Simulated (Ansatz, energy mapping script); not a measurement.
# Spin model of SrCoO2 in a distorted infinite layer structure from collinear orders

Aim: the exchange couplings of SrCoO2 in a distorted infinite layer structure from the energies of a few collinear orders, and the ordering temperature that they give.

Calculated with Ansatz 0.2.0; PBE with U = 0.7 eV on Co d, ortho-atomic projectors; plane waves, U on orthogonalised atomic orbitals unless named otherwise, collinear spin, no spin–orbit coupling.

### Step 1. The starting structure

It takes space group Cmmm (No. 65, orthorhombic). The conventional cell has a = 5.515 Å, b = 5.620 Å, c = 3.415 Å, α = 90.00°, β = 90.00°, γ = 90.00°. Sr has 8 O at 2.61 Å nearest. Co has 4 O at 1.97 Å nearest. Nearest to O lie 2 Co at 1.97 Å and 4 Sr at 2.61 Å. infinite layer prototype, lattice guessed from radii. Farther neighbours and most contacts between anions are not listed.

This cell was built for the study (infinite layer prototype, lattice guessed from radii), not taken from an experiment; the compound need not form in this structure.

The cell was relaxed beforehand in Ansatz under PBEsol with U = 3.5 eV on Co d, ortho-atomic projectors, from parallel moments.

The U corrects the self-interaction that lets semilocal functionals spread d and f electrons too far. Its value here is typed, not computed.

### Step 2. Which atoms carry moments

One run in the crystal's own cell, under PBE with U = 2.8 eV on Co d, ortho-atomic projectors, shows which elements keep a moment. Transition or f elements with 0.3 μB or more enter the spin model; moments induced on other atoms do not.

File input.yaml:

```yaml
crystal:
  lattice:
    - [3.937063853, 0.037176496, 0.0]
    - [0.037176496, 3.937063853, 0.0]
    - [0.0, 0.0, 3.415201044]
  atoms:
    - { symbol: Sr, position: [0.5, 0.5, 0.5] }
    - { symbol: Co, position: [0.0, 0.0, 0.0], spin: 3.0 }
    - { symbol: O, position: [0.5, 0.0, 0.0] }
    - { symbol: O, position: [0.0, 0.5, 0.0] }
magnetization:
  spin_polarized: true
kpoints:
  mp_grid: { grid: [7, 7, 8] }
hamiltonian:
  xc: pbe
  hubbard:
    sites: [{ species: Co, l: d, u_eff: 2.8 }]
    projectors: ortho-atomic
scf:
  occupations: { method: fermi_dirac, width: 0.05 }
output:
  eigenvalues: true
```

The run is started by

```
ansatz run input.yaml --threads 4 --pin off --max-ram 8192MiB --backend cpu --events-out ev --progress --plain --runs-dir out
```

Numbers of over 12 decimals in the logs are rounded to 6 here.

The program printed:

```text
Engine: ansatz 0.2.0, aarch64-unknown-linux-gnu
Pseudopotentials: kind: paw
Pseudopotential: Sr, paw, valence charge 10, recommended cutoff 420 eV (normal), Sr.paw.azcp
Pseudopotential: Co, paw, valence charge 17, recommended cutoff 420 eV (normal), Co.paw.azcp
Pseudopotential: O, paw, valence charge 6, recommended cutoff 420 eV (normal), O.paw.azcp
Functional definition: PBE
  parameter kappa = 0.804
  parameter beta = 0.066725
  exchange = pbe_x(kappa = kappa, mu = beta*pi^2/3)
  correlation = pbe_c(beta = beta)
Crystal: 4 atoms, lattice volume = 52.933 Å³
Basis set: ecut = 420 eV, 1051 PW (Γ)
Bands: 26, of which v1, the nominal top of the filled ones, is band 20 counted from 1 (19 counted from 0)
Symmetry: 8 space group operations
Space group: Cmmm (ITA 65), of the structure as read, at distance tolerance 3.8e-5 Å
Magnetic group: BNS 65.481 (UNI 579), of the structure as read, at distance tolerance 3.8e-5 Å
k-points: 80 of 392
Non-local potential: Sr, projectors of the file, l = 0: 3, l = 1: 2, l = 2: 2
Non-local potential: Co, projectors of the file, l = 0: 3, l = 1: 2, l = 2: 3, l = 3: 1
Non-local potential: O, projectors of the file, l = 0: 2, l = 1: 2, l = 2: 1
PAW form: soft (Blöchl's): semilocal exchange-correlation on the pseudo side does not see the compensation charge
PAW one-centre angular grid: Sr, 110 points (default); XC on 64 Gauss nodes
PAW one-centre angular grid: Co, 590 points (default); XC on 64 Gauss nodes
PAW one-centre angular grid: O, 110 points (default); XC on 64 Gauss nodes
Initial density: superposition of atomic densities (chi_scale 0.1, normalization cell, long waves kept (reshape's long-wave potential 0.00 eV rms))
Starting moments: Σ|m| = 3 μB on 1 of 4 sites
Initial wavefunctions: pseudopotential atomic-orbital guess
Functional: x = pbe(κ = 0.804, μ = 0.219515), c = pbe(β = 0.066725)
SCF iter   1: F=—  HF=-9806.571722 eV  |F-HF|=—  |Δ(HF+E_count)|=         —  Δρ=1.36e-1 (↑4.26e-2 ↓1.36e-1)  dr2=1.12e1  dr2_m=1.59e0  M=2.320 μB ∫|m|=2.397 μB  β_m=0.30  ethr=3.10e-3  ⟨swp⟩=7.2  Hψ=21762  notcnv=0
preconditioner: auto → Kerker (q_TF=auto, 2.593 Å⁻¹)  [metal: Δε(μ)=0.004 eV  Ē_g=12.829 eV  σ=0.050 eV  W_gap=0.02  n_scr=18 (ndim 8)  ℏωp=27.5 eV  f_vac=0.000  D(μ)=2.36/eV (n_scr^D=18)]
spin=Collinear: Kerker preconditioning applied to the charge; magnetization (m = ρ↑ − ρ↓) channel mixes plain (no charge-response kernel on spin).
SCF iter   2: F=—  HF=-9805.623341 eV  |F-HF|=—  |Δ(HF+E_count)|=   9.48e-1  Δρ=4.38e-2 (↑2.88e-2 ↓4.38e-2)  dr2=1.30e0  dr2_m=1.59e-1  M=2.514 μB ∫|m|=2.719 μB  β_m=0.30  ethr=3.10e-3  ⟨swp⟩=2.9  Hψ=9746  notcnv=0  defer=171
[...]
SCF iter  30: F=-9806.066640 eV  HF=-9806.066640 eV  |F-HF|=3.01e-9  |Δ(HF+E_count)|=   5.55e-9  Δρ=1.71e-6 (↑1.26e-6 ↓1.71e-6)  dr2=3.29e-9  dr2_m=8.20e-11  M=2.814 μB ∫|m|=2.890 μB  ethr=1.44e-10  ⟨swp⟩=1.0  Hψ=9942  notcnv=0
SCF 1 converged in 30 iterations: F = -9806.066640 eV  dr2 = 3.29e-9
[...]
Symmetry: 4 space group operations
k-points: 116 of 392
[...]
Starting moments: Σ|m| = 3 μB on 1 of 4 sites; this step starts from the density that it was given
[...]
spin=Collinear: Kerker preconditioning applied to the charge; magnetization (m = ρ↑ − ρ↓) channel mixes plain (no charge-response kernel on spin).
[...]
SCF 2 converged in 4 iterations: F = -9806.066640 eV  dr2 = 1.97e-8
an SCF along what the orbitals of the run's state read of its open shells (or to have them read: on a GPU, or by another smearing), with 4 of the crystal's symmetry operations given up (116 k-points in place of 80), reached no lower state that the run goes on to. This is no proof of a minimum
SCF converged after 30 iterations
an eigenvalue changed by more than its tolerance at an iteration that met the thresholds in force, so the SCF went on 1 time: the last check found none over its tolerance
Magnetization: 2.8143 μB (20.9072 up, 18.0928 down)
Absolute magnetization: 2.8889 μB (∫|ρ↑−ρ↓|, with the PAW one-centre terms)
Spin contamination: 0.0315 ħ² per cell (⟨S²⟩ above its minimum at these occupations)
Per-site moments (μB) at R_I (Å): [(-0.00271615, 1.074985), (2.344638, 0.812056), (0.136199, 0.812056), (0.136199, 0.812056)]
Free energy (F): -9806.066640 eV
Harris-Foulkes:  -9806.066640 eV  (|F-HF|=3.01e-9)
Internal energy: -9806.062255 eV  (E = F + TS)
E sigma→0 (E₀):  -9806.064448 eV
Entropy (-TS):   -0.004385 eV (-1.096 meV/atom)
Fermi energy:    11.471783 eV
--- Per-component energies (eV) ---
  E_band       = -415.386393
  E_kinetic    = 1044.358740
  E_local      = -5067.815018  (includes V_loc(G=0)·N_el)
  E_nonlocal   = 759.470052
  E_hartree    = 2006.355141
  E_xc         = -479.345112
  E_vxc        = -554.754607  (∫ρ·V_xc dr)
  E_hubbard    = 0.857930  (on-site DFT+U / exact-exchange correction)
  E_vhub       = -8.607478  (the Hubbard potential's part of the band-sum identity)
  E_paw        = -4527.040943  (= ΣΔE_a)
  E_vpaw       = -600.750629  (= ΣTr[D̂ρ^β])
  E_aug_tail   = 0.005016  (compensation charges beyond the density's cutoff)
  E_ewald      = -3542.908060
  E_smearing   = -0.004385  (= −TS)
  E_closure    = 0.000000  (closes the sum)
  Σ components = -9806.066640   (vs F -9806.066640, Δ=0.00e0)
--- Band table (eV; the first three rows and the last of 160) ---
  k-point 0 ↑: bands = [... 16 lower, 7.1796, 8.2834, 8.8585, 9.0668, 9.2246, 12.0610, 15.2208, 16.3360, ... 2 higher]
  k-point 1 ↑: bands = [... 16 lower, 7.1513, 8.0267, 8.6079, 8.9826, 9.1509, 12.4024, 15.6912, 16.7511, ... 2 higher]
  k-point 2 ↑: bands = [... 16 lower, 7.0952, 7.6577, 8.0742, 8.8184, 9.0065, 13.2038, 16.9262, 17.7084, ... 2 higher]
  k-point 79 ↓: bands = [... 16 lower, 9.9892, 10.1578, 11.8063, 12.6719, 12.8895, 14.9579, 17.4099, 17.7184, ... 2 higher]
Occupation matrices written to <dir>
```

Run time: 22 s. Hardware: 4 threads of Arm Neoverse V1, shared host; peak memory 1.1 GiB; 83 s of CPU time.

Spin moment in the sphere by atom:

| atom | spin moment in the sphere (μB) |
| --- | --- |
| Sr1 | 0.00 |
| Co2 | 2.34 |
| O3 | 0.14 |
| O4 | 0.14 |

The run ends ferromagnetic; Co carries the moments.

### Step 3. Seed run in the crystal's own cell

A corrected shell can settle in several orbital fillings. One parallel run, with an occupation width a fifth wider than the orders use, therefore is to supply the occupation matrices. All orders start from them.

input.yaml, the sections that differ from step 2:

```yaml
kpoints:
  mp_grid: { grid: [10, 10, 11] }
hamiltonian:
  xc: pbe
  hubbard:
    sites: [{ species: Co, l: d, u_eff: 0.7 }]
    projectors: ortho-atomic
scf:
  occupations: { method: fermi_dirac, width: 0.06 }
# crystal, magnetization, output: as in step 2
```

The program printed:

```text
[...]
Crystal: 4 atoms, lattice volume = 52.933 Å³
Basis set: ecut = 420 eV, 1051 PW (Γ)
Bands: 26, of which v1, the nominal top of the filled ones, is band 20 counted from 1 (19 counted from 0)
Symmetry: 8 space group operations
[...]
k-points: 186 of 1100
[...]
Starting moments: Σ|m| = 3 μB on 1 of 4 sites
[...]
SCF iter   1: F=—  HF=-9808.279811 eV  |F-HF|=—  |Δ(HF+E_count)|=         —  Δρ=1.57e-1 (↑4.55e-2 ↓1.57e-1)  dr2=1.33e1  dr2_m=2.56e0  M=2.012 μB ∫|m|=2.089 μB  β_m=0.30  ethr=3.10e-3  ⟨swp⟩=7.1  Hψ=50613  notcnv=0
[...]
SCF iter  29: F=-9806.932539 eV  HF=-9806.932539 eV  |F-HF|=2.01e-8  |Δ(HF+E_count)|=   1.08e-7  Δρ=6.50e-6 (↑2.34e-6 ↓6.50e-6)  dr2=2.94e-8  dr2_m=5.00e-9  M=2.265 μB ∫|m|=2.424 μB  ethr=2.56e-10  ⟨swp⟩=9.6  Hψ=33532  notcnv=0
SCF 1 converged in 29 iterations: F = -9806.932539 eV  dr2 = 2.94e-8
[...]
the search or the solves at the SCF's close seem to have found levels that the self-consistency loop had missed (the run counts 2). By its estimate they hold under 1e-12 electrons; where the run keeps them, the occupations were computed again with them
SCF converged after 29 iterations
Magnetization: 2.2645 μB (20.6323 up, 18.3677 down)
Absolute magnetization: 2.4245 μB (∫|ρ↑−ρ↓|, with the PAW one-centre terms)
[...]
Per-site moments (μB) at R_I (Å): [(-0.00516542, 1.074985), (1.918057, 0.812056), (0.129671, 0.812056), (0.129671, 0.812056)]
Free energy (F): -9806.932539 eV
[...]
Internal energy: -9806.903967 eV  (E = F + TS)
E sigma→0 (E₀):  -9806.918253 eV
Entropy (-TS):   -0.028572 eV (-7.143 meV/atom)
Fermi energy:    11.042280 eV
[...]
--- Band table (eV; the first three rows and the last of 372) ---
  k-point 0 ↑: bands = [... 16 lower, 8.5030, 8.5255, 8.5737, 8.7751, 8.9452, 12.3782, 15.0795, 16.2730, ... 2 higher]
  k-point 1 ↑: bands = [... 16 lower, 8.3910, 8.4788, 8.5785, 8.7342, 8.9154, 12.5270, 15.3335, 16.4902, ... 2 higher]
  k-point 2 ↑: bands = [... 16 lower, 8.4210, 8.5576, 8.5806, 8.6364, 8.8421, 12.9312, 16.0543, 17.0563, ... 2 higher]
  k-point 185 ↓: bands = [... 16 lower, 10.7608, 11.2170, 11.6232, 11.8785, 11.9019, 14.6067, 17.2044, 17.3984, ... 2 higher]
Occupation matrices written to <dir>
```

Elapsed: 22 s, on 4 threads; peak memory 0.69 GiB; 85 s of CPU time.

This step gave:

```
final state                       : ferromagnetic
electrons in the corrected shells : 7.541 e
largest moment                    : 1.918 μB
```

### Step 4. Order 1: parallel, cell A of 8 atoms

The parallel order is the zero of energy for this cell and mesh.

File input.yaml:

```yaml
crystal:
  lattice:
    - [-3.937063853, -0.037176496, 0.0]
    - [-0.037176496, -3.937063853, -3.415201044]
    - [-0.037176496, -3.937063853, 3.415201044]
  atoms:
    - { symbol: Sr, position: [0.5, 0.0, 0.5] }
    - { symbol: Sr, position: [0.5, 0.5, 0.0] }
    - { symbol: Co, position: [0.0, 0.5, 0.5], spin: 3.0 }
    - { symbol: Co, position: [0.0, 0.0, 0.0], spin: 3.0 }
    - { symbol: O, position: [0.5, 0.5, 0.5] }
    - { symbol: O, position: [0.5, 0.0, 0.0] }
    - { symbol: O, position: [0.0, 0.25, 0.25] }
    - { symbol: O, position: [0.0, 0.75, 0.75] }
magnetization:
  spin_polarized: true
kpoints:
  mp_grid: { grid: [10, 8, 8] }
hamiltonian:
  xc: pbe
  hubbard:
    sites:
      - { species: Co, l: d, u_eff: 0.7 }
      - { site: 2, l: d, u_eff: 0.7, starting_ns: [{ spin: up, occupation_matrix: co2_major }, { spin: down, occupation_matrix: co2_minor }] }
      - { site: 3, l: d, u_eff: 0.7, starting_ns: [{ spin: up, occupation_matrix: co2_major }, { spin: down, occupation_matrix: co2_minor }] }
    projectors: ortho-atomic
    occupation_matrices:
      co2_major:
        matrix:
          - [0.937, 0.0, 0.0, 0.0, 0.004]
          - [0.0, 0.995, 0.001, 0.0, 0.0]
          - [0.0, 0.001, 0.995, 0.0, 0.0]
          - [0.0, 0.0, 0.0, 0.831, 0.0]
          - [0.004, 0.0, 0.0, 0.0, 0.997]
      co2_minor:
        matrix:
          - [0.781, 0.0, 0.0, 0.0, -0.159]
          - [0.0, 0.606, -0.234, 0.0, 0.0]
          - [0.0, -0.234, 0.606, 0.0, 0.0]
          - [0.0, 0.0, 0.0, 0.28, 0.0]
          - [-0.159, 0.0, 0.0, 0.0, 0.513]
scf:
  occupations: { method: fermi_dirac, width: 0.05 }
output:
  eigenvalues: true
  write_density: true
  write_potential: true
  elf: true
  volumetric_format: npy
```

The program printed:

```text
[...]
Crystal: 8 atoms, lattice volume = 105.865 Å³
Basis set: ecut = 420 eV, 2083 PW (Γ)
Bands: 51, of which v1, the nominal top of the filled ones, is band 39 counted from 1 (38 counted from 0)
Symmetry: 8 space group operations
[...]
k-points: 186 of 640
[...]
Starting moments: Σ|m| = 6 μB on 2 of 8 sites
[...]
SCF iter   1: F=—  HF=-19616.808080 eV  |F-HF|=—  |Δ(HF+E_count)|=         —  Δρ=1.62e-1 (↑4.64e-2 ↓1.62e-1)  dr2=2.76e1  dr2_m=5.62e0  M=3.918 μB ∫|m|=4.070 μB  β_m=0.30  ethr=3.10e-3  ⟨swp⟩=8.5  Hψ=88359  notcnv=0  defer=67
[...]
SCF iter  26: F=-19613.859424 eV  HF=-19613.859424 eV  |F-HF|=1.16e-10  |Δ(HF+E_count)|=   4.29e-9  Δρ=7.41e-7 (↑3.74e-7 ↓7.41e-7)  dr2=3.81e-10  dr2_m=1.21e-10  M=4.553 μB ∫|m|=4.870 μB  ethr=1.00e-10  ⟨swp⟩=1.0  Hψ=43636  notcnv=0
SCF 1 converged in 26 iterations: F = -19613.859424 eV  dr2 = 3.81e-10
[...]
SCF converged after 26 iterations
[...]
Magnetization: 4.5529 μB (41.2765 up, 36.7235 down)
Absolute magnetization: 4.8698 μB (∫|ρ↑−ρ↓|, with the PAW one-centre terms)
[...]
Per-site moments (μB) at R_I (Å): [(-0.0050992, 1.074985), (-0.0050992, 1.074985), (1.927241, 0.812056), (1.927241, 0.812056), (0.129655, 0.812056), (0.129655, 0.812056), (0.130278, 0.812056), (0.130278, 0.812056)]
Free energy (F): -19613.859424 eV
[...]
Internal energy: -19613.820840 eV  (E = F + TS)
E sigma→0 (E₀):  -19613.840132 eV
Entropy (-TS):   -0.038584 eV (-4.823 meV/atom)
Fermi energy:    11.046168 eV
[...]
--- Specified on-site occupations, and those of the state reported ---
  electrons in the specified blocks: 15.0820 specified, 15.0772 found
  site 2 (l=d) ↓: largest change of an orbital's occupation 0.0111; electrons 2.7860 specified, 2.7799 found; spectral distance 0.0149
[...]
site 3 (l=d) ↑: largest change of an orbital's occupation 0.0033; electrons 4.7550 specified, 4.7587 found; spectral distance 0.0034
[...]
--- Band table (eV; the first three rows and the last of 372) ---
  k-point 0 ↑: bands = [... 35 lower, 8.5588, 8.7766, 8.9283, 8.9466, 9.2793, 9.5047, 10.4262, 12.3751, ... 8 higher]
  k-point 1 ↑: bands = [... 35 lower, 8.6738, 8.8574, 8.9093, 9.0091, 9.2674, 9.4689, 10.3608, 12.5251, ... 8 higher]
  k-point 2 ↑: bands = [... 35 lower, 8.8236, 8.8509, 8.9510, 9.2201, 9.2304, 9.3753, 10.1969, 12.9406, ... 8 higher]
  k-point 185 ↓: bands = [... 35 lower, 11.2583, 11.4133, 11.4440, 11.5216, 11.9473, 12.5527, 14.4392, 14.5976, ... 8 higher]
Occupation matrices written to <dir>
```

Run time: 91 s. Hardware: 4 threads; peak memory 1.6 GiB.

Spin moment in the sphere by atom:

| atom | spin moment in the sphere (μB) |
| --- | --- |
| Sr1 | -0.01 |
| Sr2 | -0.01 |
| Co3 | 1.93 |
| Co4 | 1.93 |
| O5 | 0.13 |
| O6 | 0.13 |
| O7 | 0.13 |
| O8 | 0.13 |

The run ends ferromagnetic.

Spin density in the ac plane at fractional y = 0.000, with atoms of Sr and Co and O within 0.2 Å of it.

Ten even steps from '0' (0.0 e/Å³) to '9' (7.1 e/Å³), each cell a mean:
```
52000000000013
10000000000001
00000000000000
00000000000000
00000000000000
00000000000000
00000000000000
00000000000000
00000000000000
00000000000000
00000000000000
00000000000000
00000000000000
00000000000000
00000000000000
00000000000000
42000000000002
94000000000016
```
Columns run along a (3.9 Å), rows up along c (5.2 Å). Atoms in or near the plane, at fractional coordinates: Sr at (0.50, 0.50), Co at (0.00, 0.00), O at (0.50, 0.00).

ELF in the ac plane at fractional y = 0.000, with atoms of Sr and Co and O within 0.2 Å of it. It is the smooth field of the valence electrons, not physical close to the nuclei.

Ten even steps from '_' (0.03) to '@' (0.97), each cell a mean:
```
@@##--..++##**++####--..==%%
++==::..==##%%%%%%##--..::==
........::++**##**==..____..
......____..::::::..________
....________......______....
....____..++**##**--..____..
..____..**%%%%%%%%%%==______
______--%%%%**==##%%##::____
______++%%##::__--%%%%--____
______==%%%%==::++%%##--____
______::**%%%%%%%%%%++..____
....____--##%%%%%%**::____..
....______..::--::..____....
....__________..________....
..______::==++**++--........
--::....--##%%%%%%**::..::--
%%**::..++%%##**####--..==##
@@%%--..++##++--**##--..++@@
```
Columns run along a (3.9 Å), rows up along c (5.2 Å). Atoms in or near the plane, at fractional coordinates: Sr at (0.50, 0.50), Co at (0.00, 0.00), O at (0.50, 0.00).

[end of part 1 of 3]

[Logs and program files are shortened in this print: banners, set-up blocks, solver, clock and traceback lines can be left out without a mark of their own.]

[Logs are printed without paths, hosts, clocks, repeated set-up lines and the standing remarks that a program may print on its own settings, such as how far it seeks lower states.]

[Hosts, paths, dates, database ids (printed as entryN), source tags and the programs' standing remarks are cut or masked in the printed files.]

[Where a cell is said to come from a database of computed structures, the database is the Materials Project.]
